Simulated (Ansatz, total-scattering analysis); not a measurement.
## Se: run and scatter

Aim: the structure of Se at 600 K, and the X-ray and neutron patterns it would give.

Method: ab initio molecular dynamics with Ansatz (PBE, plane waves, PAW set soft_1, Langevin thermostat, no spin, fixed volume). Composition: Se 100.0 atom %; 64 atoms. The average runs over 3.4 ps of 64 atoms. Mean temperature 608 K, largest m.s.d. 1.13 Å², energy drift -23 meV an atom (last third less first, no steady trend), Langevin friction 10 ps⁻¹; the first quarter of the run is discarded. Preparation: a classical melt of Si with the elements renamed and the cell rescaled, then 3.5 ps at 980 K with a cheaper basis and a friction of 10 ps⁻¹ (mean temperature of the first stage 975 K), too short to forget the start in full. So short a stretch relaxes bonds and nearest shells but still remembers its start.

## The run

The step of 3 fs has to resolve the fastest vibration, that of Se. The volume is fixed, since the run is too short for a cell to find its own; the mean pressure then hints how far the functional is from its own density, with errors up to a few GPa from cell size, k-points and loose SCF steps (the program warns of the last). One k-point, Γ, is the usual economy for a cell of this size. Smeared occupations keep the forces smooth should levels come near the Fermi energy. A Langevin thermostat samples the right structure once equilibrated, but its friction lowers diffusion.

Contents of input.yaml:

```yaml
crystal:
  lattice:
    - [12.9105, 0.0, 0.0]
    - [0.0, 12.9105, 0.0]
    - [0.0, 0.0, 12.9105]
  atoms:
    - { symbol: Se, position: [0.7871, 0.0978, 0.76663] }
    - { symbol: Se, position: [0.88437, 0.54705, 0.93126] }
    - { symbol: Se, position: [0.92043, 0.9456, 0.41969] }
    - { symbol: Se, position: [0.38125, 0.49171, 0.57543] }
[... 58 atom lines left out ...]
    - { symbol: Se, position: [0.27334, 0.03935, 0.19744] }
    - { symbol: Se, position: [0.39193, 0.1726, 0.59462] }
kpoints:
  mp_grid: { grid: [1, 1, 1] }
scf:
  occupations: { method: fermi_dirac, width: 0.0517 }
hamiltonian:
  xc: pbe
  pseudopotentials: { kind: paw, azcp: { folder: soft_1 } }
output:
  forces: true
  stress: true
md:
  timestep: 3.0
  n_steps: 1518
  ensemble: nvt_langevin
  temperature: 600.0
  initial_velocities: maxwell_boltzmann
  seed: 7
```

```console
$ ansatz run input.yaml --threads 16 --pin off --max-ram 32768MiB --backend cuda --events-out ev --progress --plain --runs-dir out --max-vram 78GiB
```

```text
Warning: md: disabling space-group detection — thermal motion breaks the input geometry's symmetry, so no spatial operation reduces the k-mesh or symmetrises the density; time reversal is kept, so that k and −k are [...]
Warning: output.stress: scf.convergence.dr2_threshold = 6.4e-8 eV (the default of an md: trajectory) is looser than the 6.4e-9 eV advised for a printed stress (1e-10 eV for each atom of the cell: 64). What an SCF [...]
Engine: ansatz 0.2.0, aarch64-unknown-linux-gnu
Pseudopotential: Se, paw, valence charge 16, recommended cutoff 420 eV (normal), soft_1/Se.paw.azcp
Functional definition: PBE
Crystal: 64 atoms, lattice volume = 2151.935 Å³
Basis set: ecut = 420 eV, 42115 PW (Γ), exchange–correlation on 180×180×180 points (8 copies of the dense FFT grid, shifted against one another)
Bands: 615, of which v1, the nominal top of the filled ones, is band 512 counted from 1 (511 counted from 0)
k-points: 1
[... other set-up lines, SCF lines and steps between those shown are left out ...]
md step     0: t =     0.00 fs  T =   590.6 K  F+E_penalty+E_count = -350005.41578019 eV  E_kin = 4.886028 eV  P_inst = 1.0370 GPa  (14 SCF iters)
md step     1: t =     3.00 fs  T =   611.4 K  F+E_penalty+E_count = -350005.40866122 eV  E_kin = 5.057967 eV  P_inst = 1.0370 GPa  (10 SCF iters)
md step    60: t =   180.00 fs  T =   543.7 K  F+E_penalty+E_count = -350006.95014431 eV  E_kin = 4.497561 eV  P_inst = 0.5096 GPa  (10 SCF iters)
md step   120: t =   360.00 fs  T =   606.9 K  F+E_penalty+E_count = -350008.04795654 eV  E_kin = 5.020945 eV  P_inst = 1.1223 GPa  (9 SCF iters)
md step   180: t =   540.00 fs  T =   616.4 K  F+E_penalty+E_count = -350009.36293276 eV  E_kin = 5.099396 eV  P_inst = 0.6883 GPa  (9 SCF iters)
md step   240: t =   720.00 fs  T =   626.9 K  F+E_penalty+E_count = -350008.62649588 eV  E_kin = 5.185862 eV  P_inst = 1.1747 GPa  (8 SCF iters)
md step   300: t =   900.00 fs  T =   536.6 K  F+E_penalty+E_count = -350009.91148874 eV  E_kin = 4.438923 eV  P_inst = 1.0333 GPa  (9 SCF iters)
md step   360: t =  1080.00 fs  T =   489.8 K  F+E_penalty+E_count = -350009.21976276 eV  E_kin = 4.051770 eV  P_inst = 1.1056 GPa  (10 SCF iters)
md step   420: t =  1260.00 fs  T =   638.6 K  F+E_penalty+E_count = -350009.82890619 eV  E_kin = 5.283218 eV  P_inst = 0.7887 GPa  (8 SCF iters)
md step   480: t =  1440.00 fs  T =   530.0 K  F+E_penalty+E_count = -350010.56108503 eV  E_kin = 4.384158 eV  P_inst = 1.4842 GPa  (10 SCF iters)
md step   600: t =  1800.00 fs  T =   599.5 K  F+E_penalty+E_count = -350011.12276755 eV  E_kin = 4.959825 eV  P_inst = 1.0122 GPa  (10 SCF iters)
md step   720: t =  2160.00 fs  T =   657.3 K  F+E_penalty+E_count = -350012.18226881 eV  E_kin = 5.437945 eV  P_inst = 0.7683 GPa  (10 SCF iters)
md step   840: t =  2520.00 fs  T =   615.1 K  F+E_penalty+E_count = -350012.87889384 eV  E_kin = 5.088348 eV  P_inst = 0.4949 GPa  (9 SCF iters)
md step   960: t =  2880.00 fs  T =   775.4 K  F+E_penalty+E_count = -350012.71591260 eV  E_kin = 6.414960 eV  P_inst = 2.1404 GPa  (9 SCF iters)
md step  1080: t =  3240.00 fs  T =   611.7 K  F+E_penalty+E_count = -350011.29445623 eV  E_kin = 5.060665 eV  P_inst = 0.9529 GPa  (10 SCF iters)
md step  1200: t =  3600.00 fs  T =   690.1 K  F+E_penalty+E_count = -350012.49374907 eV  E_kin = 5.708990 eV  P_inst = 0.6063 GPa  (10 SCF iters)
md step  1320: t =  3960.00 fs  T =   655.1 K  F+E_penalty+E_count = -350012.39615287 eV  E_kin = 5.419353 eV  P_inst = 1.4956 GPa  (10 SCF iters)
md step  1440: t =  4320.00 fs  T =   625.8 K  F+E_penalty+E_count = -350012.55995801 eV  E_kin = 5.177202 eV  P_inst = 0.9273 GPa  (9 SCF iters)
[... last step's energies and forces left out ...]
--- MD trajectory: 1518 steps, t = 0.0 → 4554.0 fs ---
  final state: T = 576.9 K   F+E_penalty+E_count = -350013.14653561 eV   E_kin = 4.772107 eV
```

Run time: 12 min on 1 × NVIDIA GB200 with 16 threads of Arm Neoverse V2, with other jobs on the host, peak memory 1.4 GiB.

## Analysis

S(Q) is the Faber–Ziman total, Σ ci cj fi fj (Sij − 1)/⟨f⟩² + 1. Below 4 Å⁻¹ the partials are summed on the cell's own reciprocal vectors (from 0.49 Å⁻¹) and folded with a Gaussian of σ = 0.11 Å⁻¹; above it they are transforms of g(r) out to 8.8 Å, tapered over the last 40 %. The fold lowers sharp peaks, and with so few vectors their positions are good to about 0.1 Å⁻¹. X-rays take neutral-atom form factors, neutrons coherent lengths (Se 7.97 fm). G(r) = 4πrρ₀[g(r) − 1] carries the resolution of a Lorch-windowed transform up to 20 Å⁻¹. For one element the X-ray and neutron totals coincide. The patterns are simulated, not measured. The cell is small: beyond half the box only the part of each shell inside it is counted, and low-Q values rest on few vectors. It is averaged over 127 frames.

```
T (K)    state  density (g/cm³)  first clear neutron maximum (Å⁻¹)  its height (neutron)  Se–Se (Å)  Se around Se                  held  D over the elements, rough (10⁻⁹ m²/s)
  600  viscous            3.900                               1.50                  0.90       2.38          2.02  volume, 1.2 GPa mean                                       -
```

neutron S(Q):

```csv
Q (Å⁻¹),600 K
0.8,0.13
1.1,0.35
1.4,0.84
1.7,0.80
2.0,0.95
2.3,0.98
2.6,0.94
2.9,0.94
3.2,1.08
3.5,1.27
3.8,1.20
4.1,0.95
4.4,0.78
4.7,0.79
5.0,0.92
5.3,1.05
5.6,1.12
5.9,1.12
6.2,1.06
6.5,0.99
6.8,0.96
7.1,0.94
7.4,0.93
7.7,0.96
8.0,1.02
8.3,1.06
8.6,1.07
8.9,1.04
```

At 600 K the maxima of S(Q), Q in Å⁻¹ (height), are neutron: 1.50 (0.90), 2.39 (1.01), 3.52 (1.27), 5.72 (1.13). Its shells:

```csv
pair,first peak (Å),g there,first minimum (Å),g there,neighbours
Se–Se,2.38,3.7,2.80,0.16,2.0
```

Bonded neighbours (only these pairs count: cutoffs Se–Se 2.81 Å): Se: 1 0.9 %, 2 96 %, 3 3.0 %. Bond angles peak at 104°. These counts come from 15 frames.

The tapered transform alone would put 1.28 at the neutron maximum of 3.52 Å⁻¹, where the reciprocal vectors give 1.27; the two routes agree.

**Reading.** The first Se–Se shell holds 2.0 Se at 2.38 Å. A mean of 2.02 bonded neighbours makes this a structure of chains, rings or small molecules, whose S(Q) keeps oscillating with period 2π/r₁ = 2.6 Å⁻¹ (r₁ = 2.39 Å).

[Logs are printed without paths, hosts, clocks, repeated set-up lines and the standing remarks that a program may print on its own settings, such as how far it seeks lower states.]
